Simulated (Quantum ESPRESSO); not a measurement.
# Rb (Im-3m): from the cell to the phonon bands

How does Rb (Im-3m) vibrate, and is this structure a minimum?

Calculated with Quantum ESPRESSO 7.5; DFT LDA, scalar-relativistic, plane waves, PseudoDojo norm-conserving pseudopotentials.

The database entry behind the starting cell lists a temperature near 78 K, so it need not match the best structure at ambient conditions.

### Step 1. The starting structure

The structure is cubic, space group Im-3m (No. 229). The conventional cell has a = 5.605 Å, b = 5.605 Å, c = 5.605 Å, α = 90.00°, β = 90.00°, γ = 90.00°. Nearest to Rb lie 8 Rb at 4.85 Å.

### Step 2. A first look

Before anything dear is run, a loose run with smearing shows whether this is a metal and how far the cell is from rest.

The input, probe.in:

```
&control
   calculation = 'scf'
   prefix = 'x'
   outdir = './tmp'
   pseudo_dir = './pseudo'
   tprnfor = .true.
   tstress = .true.
   verbosity = 'high'
/
&system
   ibrav = 0
   nat = 1
   ntyp = 1
   ecutwfc = 42.0
   occupations = 'smearing'
   smearing = 'gaussian'
   degauss = 0.01
/
&electrons
   conv_thr = 1.0d-07
   mixing_beta = 0.7
   electron_maxstep = 100
/
ATOMIC_SPECIES
 Rb     85.4678  Rb.upf
CELL_PARAMETERS angstrom
    -2.802500000    2.802500000    2.802500000
     2.802500000   -2.802500000    2.802500000
     2.802500000    2.802500000   -2.802500000
ATOMIC_POSITIONS crystal
 Rb     0.000000000   0.000000000   0.000000000
K_POINTS automatic
 4 4 4 0 0 0
```

Run with:

```bash
$ OMP_NUM_THREADS=1 mpirun -n 4 pw.x -nk 4 -in probe.in > probe.out
```

The log of the run:

```text
[banners, grids, parts of the stress and lines that vanish by symmetry left out]
Program PWSCF v.7.5
     Message from routine setup:
     using ibrav=0 with symmetry is DISCOURAGED, use correct ibrav instead
[...]
kinetic-energy cutoff     =      42.0000  Ry
     charge density cutoff     =     168.0000  Ry
     scf convergence threshold =      1.0E-07
[...]
Exchange-correlation= SLA  PW   NOGX NOGC
                           (   1   4   0   0   0   0   0)
[...]
48 Sym. Ops., with inversion, found
[...]
(     0          1          0      )
                  (     0          0          1      )
[...]
(  0.0000000  1.0000000 -0.0000000 )
                  ( -0.0000000 -0.0000000  1.0000000 )
[...]
(     1          0          0      )
                  (    -1         -1         -1      )
[...]
( -0.0000000 -1.0000000 -0.0000000 )
[...]
(    -1          0          0      )
                  (     0          0         -1      )
[...]
( -1.0000000 -0.0000000  0.0000000 )
                  (  0.0000000  1.0000000 -0.0000000 )
[...]
number of k points=     8  Gaussian smearing, width (Ry)=  0.0100
[...]
c_bands:  1 eigenvalues not converged
[...]
End of self-consistent calculation
[...]
the Fermi energy is     1.8872 ev
!    total energy              =     -54.21160459 Ry
[...]
convergence has been achieved in   4 iterations
[...]
atom    1 type  1   force =     0.00000000    0.00000000    0.00000000
[...]
Total force =     0.000000     Total SCF correction =     0.000000
[...]
total   stress  (Ry/bohr**3)                   (kbar)     P=       -3.32
[...]
XML data file, charge density, pseudopotentials, collected wavefunctions

   JOB DONE.
```

Run time: 1.7 s. Hardware: 4 MPI ranks of Intel Xeon 6975P-C (Granite Rapids), shared host.

This step gave:

| Quantity | Value |
| --- | --- |
| volume per atom | 88.04 Å³ |
| pressure | -0.3320 GPa |
| gap on the k-mesh | 0 eV |

No gap opens on this mesh, so smearing is kept; the start stands at -0.33 GPa.

### Step 3. Relaxing the cell and atoms

The relaxation runs at a cutoff a fifth above that of the response, since stress converges more slowly with the basis than frequencies do. Forces and stress are brought to rest with tight thresholds.

The input, relax.in:

```
&control
   calculation = 'vc-relax'
   prefix = 'x'
   outdir = './tmp'
   pseudo_dir = './pseudo'
   tprnfor = .true.
   tstress = .true.
   forc_conv_thr = 2.0d-05
   etot_conv_thr = 1.0d-07
   nstep = 40
/
&system
   ibrav = 0
   nat = 1
   ntyp = 1
   ecutwfc = 50
   occupations = 'smearing'
   smearing = 'mv'
   degauss = 0.02
/
&electrons
   conv_thr = 1.0d-11
   mixing_beta = 0.7
   electron_maxstep = 100
/
&ions
/
&cell
   press_conv_thr = 0.2
/
ATOMIC_SPECIES
 Rb     85.4678  Rb.upf
CELL_PARAMETERS angstrom
    -2.802500000    2.802500000    2.802500000
     2.802500000   -2.802500000    2.802500000
     2.802500000    2.802500000   -2.802500000
ATOMIC_POSITIONS crystal
 Rb     0.000000000   0.000000000   0.000000000
K_POINTS automatic
 8 8 8 0 0 0
```

Run with:

```bash
$ OMP_NUM_THREADS=1 mpirun -n 4 pw.x -nk 4 -in relax.in > relax.out
```

The log of the run:

```text
[banners, grids, parts of the stress and lines that vanish by symmetry left out]
[banner, memory and clock lines left out]
Program PWSCF v.7.5

[...]
kinetic-energy cutoff     =      50.0000  Ry
     charge density cutoff     =     200.0000  Ry
     scf convergence threshold =      1.0E-11
[...]
energy convergence thresh.=      1.0E-07
     force convergence thresh. =      2.0E-05
     press convergence thresh. =      2.0E-01
     Exchange-correlation= SLA  PW   NOGX NOGC
                           (   1   4   0   0   0   0   0)
[...]
48 Sym. Ops., with inversion, found
[...]
number of k points=    29  Marzari-Vanderbilt smearing, width (Ry)=  0.0200
[...]
End of self-consistent calculation
[...]
the Fermi energy is     1.9113 ev
!    total energy              =     -54.21519198 Ry
[...]
convergence has been achieved in   6 iterations
[...]
atom    1 type  1   force =     0.00000000    0.00000000    0.00000000
     Total force =     0.000000     Total SCF correction =     0.000000
[...]
total   stress  (Ry/bohr**3)                   (kbar)     P=       -3.52
[...]
number of bfgs steps    =   0
[...]
CELL_PARAMETERS (angstrom)
[...]
ATOMIC_POSITIONS (crystal)
Rb               0.0000000000        0.0000000000        0.0000000000
[...]
New effective cutoffs (rho, wfc):  200.11   50.05
[...]
End of self-consistent calculation
[...]
the Fermi energy is     1.9189 ev
!    total energy              =     -54.21521731 Ry
[...]
convergence has been achieved in   3 iterations
[...]
atom    1 type  1   force =     0.00000000    0.00000000    0.00000000
     Total force =     0.000000     Total SCF correction =     0.000000
[...]
total   stress  (Ry/bohr**3)                   (kbar)     P=       -3.48
[...]
number of bfgs steps    =   1
[...]
WARNING: bfgs curvature condition failed, Theta= 0.810
[...]
CELL_PARAMETERS (angstrom)
[...]
ATOMIC_POSITIONS (crystal)
Rb               0.0000000000        0.0000000000        0.0000000000
[...]
New effective cutoffs (rho, wfc):  200.47   50.14
[...]
End of self-consistent calculation
[...]
the Fermi energy is     1.9304 ev
!    total energy              =     -54.21525474 Ry
[...]
convergence has been achieved in   4 iterations
[...]
atom    1 type  1   force =     0.00000000    0.00000000    0.00000000
     Total force =     0.000000     Total SCF correction =     0.000000
[...]
total   stress  (Ry/bohr**3)                   (kbar)     P=       -3.42
[...]
number of bfgs steps    =   2
[...]
CELL_PARAMETERS (angstrom)
[...]
ATOMIC_POSITIONS (crystal)
Rb               0.0000000000        0.0000000000        0.0000000000
[...]
New effective cutoffs (rho, wfc):  201.02   50.28
[...]
End of self-consistent calculation
[...]
the Fermi energy is     1.9477 ev
!    total energy              =     -54.21530957 Ry
[...]
convergence has been achieved in   5 iterations
[...]
atom    1 type  1   force =     0.00000000    0.00000000    0.00000000
     Total force =     0.000000     Total SCF correction =     0.000000
[...]
total   stress  (Ry/bohr**3)                   (kbar)     P=       -2.11
[...]
number of bfgs steps    =   7
[...]
the Fermi energy is     2.3121 ev
!    total energy              =     -54.21604046 Ry
[...]
convergence has been achieved in   6 iterations
[...]
atom    1 type  1   force =     0.00000000    0.00000000    0.00000000
     Total force =     0.000000     Total SCF correction =     0.000000
[...]
total   stress  (Ry/bohr**3)                   (kbar)     P=       -1.20
[...]
number of bfgs steps    =   8
[...]
the Fermi energy is     2.5031 ev
!    total energy              =     -54.21612040 Ry
[...]
convergence has been achieved in   6 iterations
[...]
atom    1 type  1   force =     0.00000000    0.00000000    0.00000000
     Total force =     0.000000     Total SCF correction =     0.000000
[...]
total   stress  (Ry/bohr**3)                   (kbar)     P=        0.14
[...]
number of bfgs steps    =   9
[...]
New effective cutoffs (rho, wfc):  217.33   54.36
[...]
the Fermi energy is     2.4837 ev
!    total energy              =     -54.21612130 Ry
[...]
convergence has been achieved in   5 iterations
[...]
atom    1 type  1   force =     0.00000000    0.00000000    0.00000000
     Total force =     0.000000     Total SCF correction =     0.000000
[...]
total   stress  (Ry/bohr**3)                   (kbar)     P=       -0.01
[...]
number of bfgs steps    =  10
[...]
CELL_PARAMETERS (angstrom)
[...]
ATOMIC_POSITIONS (crystal)
Rb               0.0000000000        0.0000000000        0.0000000000
[...]
New effective cutoffs (rho, wfc):  217.36   54.36
[...]
End of self-consistent calculation
[...]
the Fermi energy is     2.4847 ev
!    total energy              =     -54.21612130 Ry
[...]
convergence has been achieved in   3 iterations
[...]
atom    1 type  1   force =     0.00000000    0.00000000    0.00000000
     Total force =     0.000000     Total SCF correction =     0.000000
[...]
total   stress  (Ry/bohr**3)                   (kbar)     P=        0.00
[...]
bfgs converged in  12 scf cycles and  11 bfgs steps
[...]
End of BFGS Geometry Optimization
     Final enthalpy           =     -54.2161213045 Ry
     File ./tmp/x.bfgs deleted, as requested
[...]
CELL_PARAMETERS (angstrom)
[...]
ATOMIC_POSITIONS (crystal)
Rb               0.0000000000        0.0000000000        0.0000000000
[...]
Final scf calculation at the relaxed structure.
[...]
kinetic-energy cutoff     =      50.0000  Ry
     charge density cutoff     =     200.0000  Ry
     scf convergence threshold =      1.0E-13
[...]
press convergence thresh. =      2.0E-01
     Exchange-correlation= SLA  PW   NOGX NOGC
                           (   1   4   0   0   0   0   0)
[...]
48 Sym. Ops., with inversion, found
[...]
number of k points=    29  Marzari-Vanderbilt smearing, width (Ry)=  0.0200
[...]
c_bands:  1 eigenvalues not converged
     c_bands:  3 eigenvalues not converged
     c_bands:  1 eigenvalues not converged
     c_bands:  3 eigenvalues not converged
     c_bands:  1 eigenvalues not converged
     c_bands:  2 eigenvalues not converged
     c_bands:  2 eigenvalues not converged
     c_bands:  2 eigenvalues not converged
[...]
End of self-consistent calculation
[...]
the Fermi energy is     2.4847 ev
!    total energy              =     -54.21610750 Ry
[...]
convergence has been achieved in   8 iterations
[...]
atom    1 type  1   force =     0.00000000    0.00000000    0.00000000
     Total force =     0.000000     Total SCF correction =     0.000000
[...]
total   stress  (Ry/bohr**3)                   (kbar)     P=        0.03
[...]
XML data file, charge density, pseudopotentials, collected wavefunctions
```

Wall time 22 s (4 MPI ranks); 88 s of CPU time.

Step by step:

| step | energy less that of the first step (eV) | largest force (eV/Å) | pressure (GPa) | volume (Å³) |
| --- | --- | --- | --- | --- |
| 1 | 0.0000 | 0.0000 | -0.35 | 88.04 |
| 2 | -0.0003 | 0.0000 | -0.35 | 87.89 |
| 3 | -0.0009 | 0.0000 | -0.34 | 87.65 |
| 4 | -0.0016 | 0.0000 | -0.33 | 87.30 |
| 5 | -0.0027 | 0.0000 | -0.32 | 86.77 |
| 6 | -0.0042 | 0.0000 | -0.30 | 85.98 |
| 7 | -0.0063 | 0.0000 | -0.27 | 84.80 |
| 8 | -0.0089 | 0.0000 | -0.21 | 83.06 |
| 9 | -0.0115 | 0.0000 | -0.12 | 80.49 |
| 10 | -0.0126 | 0.0000 | 0.01 | 77.35 |
| 11 | -0.0126 | 0.0000 | 0.00 | 77.65 |
| 12 | -0.0126 | 0.0000 | 0.00 | 77.64 |
| 13 | -0.0125 | 0.0000 | 0.00 | 77.64 |

| conventional cell, symmetrised | before | after | change |
| --- | --- | --- | --- |
| a (Å) | 5.605 | 5.375 | -4.1 % |
| b (Å) | 5.605 | 5.375 | -4.1 % |
| c (Å) | 5.605 | 5.375 | -4.1 % |
| volume (Å³/atom) | 88.04 | 77.64 | -11.8 % |

Final coordinates:

```
CELL_PARAMETERS angstrom
-2.68744 2.68744 2.68744
2.68744 -2.68744 2.68744
2.68744 2.68744 -2.68744
ATOMIC_POSITIONS crystal
Rb 0.00000 0.00000 0.00000
```

The last row of the table of steps is pw.x's closing run on a basis chosen anew for the final cell, so its energy can jump.

This step gave:

* volume per atom: 77.64 Å³
* pressure: 0.003000 GPa

The volume changes by -11.8 % from the cell with which this run began.

### Step 4. Ground state

The response is built on this ground state, so it is converged far tighter than an energy would need. Smearing stays on, as the first look found no gap above 0.3 eV.

The input, scf.in:

```
&control
   calculation = 'scf'
   prefix = 'x'
   outdir = './tmp'
   pseudo_dir = './pseudo'
   tprnfor = .true.
   tstress = .true.
/
&system
   ibrav = 0
   nat = 1
   ntyp = 1
   ecutwfc = 42.0
   occupations = 'smearing'
   smearing = 'mv'
   degauss = 0.02
/
&electrons
   conv_thr = 1.0d-12
   mixing_beta = 0.7
   electron_maxstep = 100
/
ATOMIC_SPECIES
 Rb     85.4678  Rb.upf
CELL_PARAMETERS angstrom
    -2.687443519    2.687443519    2.687443519
     2.687443519   -2.687443519    2.687443519
     2.687443519    2.687443519   -2.687443519
ATOMIC_POSITIONS crystal
 Rb     0.000000000   0.000000000   0.000000000
K_POINTS automatic
 8 8 8 0 0 0
```

Run with:

```bash
$ OMP_NUM_THREADS=1 mpirun -n 4 pw.x -nk 4 -in scf.in > scf.out
```

The log of the run:

```text
[banners, grids, parts of the stress and lines that vanish by symmetry left out]
[banner, memory and clock lines left out]
Program PWSCF v.7.5

[...]
kinetic-energy cutoff     =      42.0000  Ry
     charge density cutoff     =     168.0000  Ry
     scf convergence threshold =      1.0E-12
[...]
Exchange-correlation= SLA  PW   NOGX NOGC
                           (   1   4   0   0   0   0   0)
[...]
48 Sym. Ops., with inversion, found
[...]
number of k points=    29  Marzari-Vanderbilt smearing, width (Ry)=  0.0200
[...]
End of self-consistent calculation
[...]
the Fermi energy is     2.4848 ev
!    total energy              =     -54.21597308 Ry
[...]
convergence has been achieved in   8 iterations
[...]
atom    1 type  1   force =     0.00000000    0.00000000    0.00000000
     Total force =     0.000000     Total SCF correction =     0.000000
[...]
total   stress  (Ry/bohr**3)                   (kbar)     P=       -0.61
[...]
XML data file, charge density, pseudopotentials, collected wavefunctions
```

Wall time 2.9 s (4 MPI ranks); 11 s of CPU time.

Numbers from this step:

```
pressure : -0.061 GPa
```

The cell stands at -0.061 GPa, close enough for phonons.

(Continued in part 2 of 3.)

[Host names and launcher messages were left out of these logs when they were recorded.]

[Logs are printed without paths, hosts, clocks, repeated set-up lines and the standing remarks that a program may print on its own settings, such as how far it seeks lower states.]

[Hosts, paths, dates, database ids (printed as entryN), source tags and the programs' standing remarks are cut or masked in the printed files.]
